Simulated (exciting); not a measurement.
# Se K-edge absorption of ZnSe (Stilleite), all-electron BSE

How far do the exchange and direct terms reshape the Se K edge of ZnSe (Stilleite)?

Calculated with exciting sodium; X-ray absorption, core-level Bethe-Salpeter equation, exchange and statically screened direct term, Tamm-Dancoff, all-electron LAPW+lo PBE.

### 1. The structure

Symmetry: F-43m, No. 216, cubic system. Conventional cell: a = 5.668 Å, b = 5.668 Å, c = 5.668 Å, α = 90.00°, β = 90.00°, γ = 90.00°. Nearest to Se lie 4 Zn at 2.45 Å. Zn has 4 Se at 2.45 Å nearest. Farther neighbours and most contacts between anions are not listed.

As a file:

```xyz
2
Lattice="0.0000 2.8338 2.8338 2.8338 0.0000 2.8338 2.8338 2.8338 0.0000" Properties=species:S:1:pos:R:3 pbc="T T T"
Se    4.2507    4.2507    4.2507
Zn    0.0000    0.0000    0.0000
```

Differences between curves are given as r.m.s. difference over r.m.s. height.

### 2. Ground state

The species files are the program's own, with muffin-tin radii set in the input.

The input, input.xml:

```
<input>
  <title>ZnSe</title>
  <structure speciespath="." autormt="false" epslat="1.0e-5">
    <crystal>
      <basevect>0.0000000000 5.3551058910 5.3551058910</basevect>
      <basevect>5.3551058910 0.0000000000 5.3551058910</basevect>
      <basevect>5.3551058910 5.3551058910 0.0000000000</basevect>
    </crystal>
    <species speciesfile="Se.xml" rmt="2.240">
      <atom coord="0.7500000000 0.7500000000 0.7500000000"/>
    </species>
    <species speciesfile="Zn.xml" rmt="2.259">
      <atom coord="0.0000000000 0.0000000000 0.0000000000"/>
    </species>
  </structure>
  <groundstate do="fromscratch" xctype="GGA_PBE" ngridk="4 4 4" rgkmax="7" gmaxvr="14" nempty="8" swidth="0.001" maxscl="100" epsengy="1e-5"/>
</input>
```

Launch:

```sh
> OMP_NUM_THREADS=1 mpirun -n 4 exciting
```

The log of the run:

```text
EXCITING SODIUM started
********************************************************************************
* Ground-state run starting from atomic densities                              *
********************************************************************************
+ Starting initialization                                                      +
 Lattice vectors (cartesian) :
      0.0000000000      5.3551058910      5.3551058910
      5.3551058910      0.0000000000      5.3551058910
      5.3551058910      5.3551058910      0.0000000000
 Reciprocal lattice vectors (cartesian) :
     -0.5866536942      0.5866536942      0.5866536942
      0.5866536942     -0.5866536942      0.5866536942
      0.5866536942      0.5866536942     -0.5866536942
 Unit cell volume                           :     307.1384473081
 Brillouin zone volume                      :       0.8076169415
 Species :    1 (Se)
     parameters loaded from                 :    Se.xml
     name                                   :    selenium
     nuclear charge                         :     -34.00000000
     electronic charge                      :      34.00000000
     atomic mass                            :  143935.27480000
     muffin-tin radius                      :       2.24000000
     # of radial points in muffin-tin       :     350
     atomic positions (lattice) :
       1 :   0.00000000  0.00000000  0.00000000
 Species :    2 (Zn)
     parameters loaded from                 :    Zn.xml
     name                                   :    zinc
     nuclear charge                         :     -30.00000000
     electronic charge                      :      30.00000000
     atomic mass                            :  119198.67800000
     muffin-tin radius                      :       2.25900000
     # of radial points in muffin-tin       :     350
     atomic positions (lattice) :
       1 :   0.25000000  0.25000000  0.25000000
 Total number of atoms per unit cell        :       2
 Spin treatment                             :    spin-unpolarised
 Number of Bravais lattice symmetries       :      48
 Number of crystal symmetries               :      24
 k-point grid                               :       4    4    4
 Total number of k-points                   :      10
 k-point set is reduced with crystal symmetries
 R^MT_min * |G+k|_max (rgkmax)              :       7.00000000
 Species with R^MT_min                      :       1 (Se)
 Maximum |G+k| for APW functions            :       3.12500000
 Maximum |G| for potential and density      :      14.00000000
 G-vector grid sizes                        :      36    36    36
 Total number of G-vectors                  :   14211
 Maximum angular momentum used for
     APW functions                          :       8
     computing H and O matrix elements      :       8
     potential and density                  :       8
     inner part of muffin-tin               :       2
 Total nuclear charge                       :     -64.00000000
 Total electronic charge                    :      64.00000000
 Total core charge                          :      30.00000000
 Total valence charge                       :      34.00000000
 Number of empty states                     :       8
 Total number of valence states             :      26
 Maximum Hamiltonian size                   :     195
 Maximum number of plane-waves              :     169
 Total number of local-orbitals             :      26
 Exchange-correlation type                  :      20
     Perdew-Burke-Ernzerhof, Phys. Rev. Lett. 77, 3865 (1996)
     Generalised gradient approximation (GGA)
 Smearing scheme                            :    Gaussian
 Smearing width                             :       0.00100000
 Using multisecant Broyden potential mixing
+ Ending initialization                                                        +
********************************************************************************
* Groundstate module started                                                   *
********************************************************************************
 Output level for this task is set to normal
+ Self-consistent loop started                                                 +
 Density and potential initialised from atomic data
+ SCF iteration number :    1                                                  +
 Total energy                               :     -4226.27651597
 _______________________________________________________________
 Fermi energy                               :         0.13932927
 Kinetic energy                             :      4317.71852763
 Coulomb energy                             :     -8384.27140956
 Exchange energy                            :      -156.60902714
 Correlation energy                         :        -3.11460691
 DOS at Fermi energy (states/Ha/cell)       :         0.00000000
 Electron charges :
     core                                   :        30.00000000
     core leakage                           :         0.00035723
     valence                                :        34.00000000
     interstitial                           :         3.19473456
     charge in muffin-tin spheres :
                  atom     1    Se          :        32.29696920
                  atom     2    Zn          :        28.50829624
     total charge in muffin-tins            :        60.80526544
     total charge                           :        64.00000000
 Estimated fundamental gap                  :         0.05830925
        valence-band maximum at    1      0.0000  0.0000  0.0000
     conduction-band minimum at    1      0.0000  0.0000  0.0000
[... further iterations ...]
| Convergence targets achieved. Performing final SCF iteration                 +
 Total energy                               :     -4226.40545984
 _______________________________________________________________
 Fermi energy                               :         0.14097197
 Kinetic energy                             :      4317.43874853
 Coulomb energy                             :     -8384.09683027
 Exchange energy                            :      -156.63088520
 Correlation energy                         :        -3.11649290
 DOS at Fermi energy (states/Ha/cell)       :         0.00000000
 Electron charges :
     core                                   :        30.00000000
     core leakage                           :         0.00035477
     valence                                :        34.00000000
     interstitial                           :         3.25561848
     charge in muffin-tin spheres :
                  atom     1    Se          :        32.10160770
                  atom     2    Zn          :        28.64277382
     total charge in muffin-tins            :        60.74438152
     total charge                           :        64.00000000
 Estimated fundamental gap                  :         0.04634293
        valence-band maximum at    1      0.0000  0.0000  0.0000
     conduction-band minimum at    1      0.0000  0.0000  0.0000
+ Self-consistent loop stopped                                                 +
 STATE.OUT is written
********************************************************************************
* Groundstate module stopped                                                   *
********************************************************************************
 Total time spent (seconds)                 :        12.85
| EXCITING SODIUM stopped                                                      =
```

Run time: 14 s. Hardware: 4 MPI ranks of Arm Neoverse V2, shared host.

The mesh shows a gap of 1.26 eV. Core levels (Dirac, from the valence top):

```
atom  level  energy (eV)
  Se  2s1/2      -1600.2
  Se  2p1/2      -1434.8
  Se  2p3/2      -1393.0
  Se  3s1/2       -207.1
  Se  3p1/2       -150.6
  Se  3p3/2       -144.7
  Zn  2s1/2      -1154.0
  Zn  2p1/2      -1015.8
  Zn  2p3/2       -991.9
  Zn  3s1/2       -125.2
```

### 3. A richer basis for the empty states

Each species file gets more local orbitals, built from u and its energy derivative at 0.15 Ha and u at 0.9 Ha.

input.xml is that of step 2.

The input, SPECIES.xml, added lines:

```
<lo l="L">  <!-- L = 0, 1, 2 -->
  <wf matchingOrder="0" trialEnergy="0.1500" searchE="false"/>
  <wf matchingOrder="1" trialEnergy="0.1500" searchE="false"/>
  <wf matchingOrder="0" trialEnergy="0.9000" searchE="false"/>
</lo>
```

Launch:

```sh
> OMP_NUM_THREADS=1 mpirun -n 4 exciting
```

The log of the run:

```text
EXCITING SODIUM started
********************************************************************************
* Ground-state run starting from atomic densities                              *
********************************************************************************
+ Starting initialization                                                      +
[... lattice and species ...]
 Spin treatment                             :    spin-unpolarised
 Number of Bravais lattice symmetries       :      48
[...]
valence-band maximum at    1      0.0000  0.0000  0.0000
     conduction-band minimum at    1      0.0000  0.0000  0.0000
+ Self-consistent loop stopped                                                 +
 STATE.OUT is written
********************************************************************************
* Groundstate module stopped                                                   *
********************************************************************************
 Total time spent (seconds)                 :        11.68
| EXCITING SODIUM stopped                                                      =
[key lines of the parts left out:]
Total energy                               :     -4226.40623404
Fermi energy                               :         0.14141600
```

The job ended after 14 s (4 MPI ranks).

Against the first ground state the total energy moves by -11 meV an atom and the gap by 0.00 eV.

(Part 1 of 2 ends here.)

[Banner, clock and machine lines of the logs are left out without a mark of their own.]

[Logs are printed without paths, hosts, clocks, repeated set-up lines and the standing remarks that a program may print on its own settings, such as how far it seeks lower states.]

[Hosts, paths, dates, database ids (printed as entryN), source tags and the programs' standing remarks are cut or masked in the printed files.]
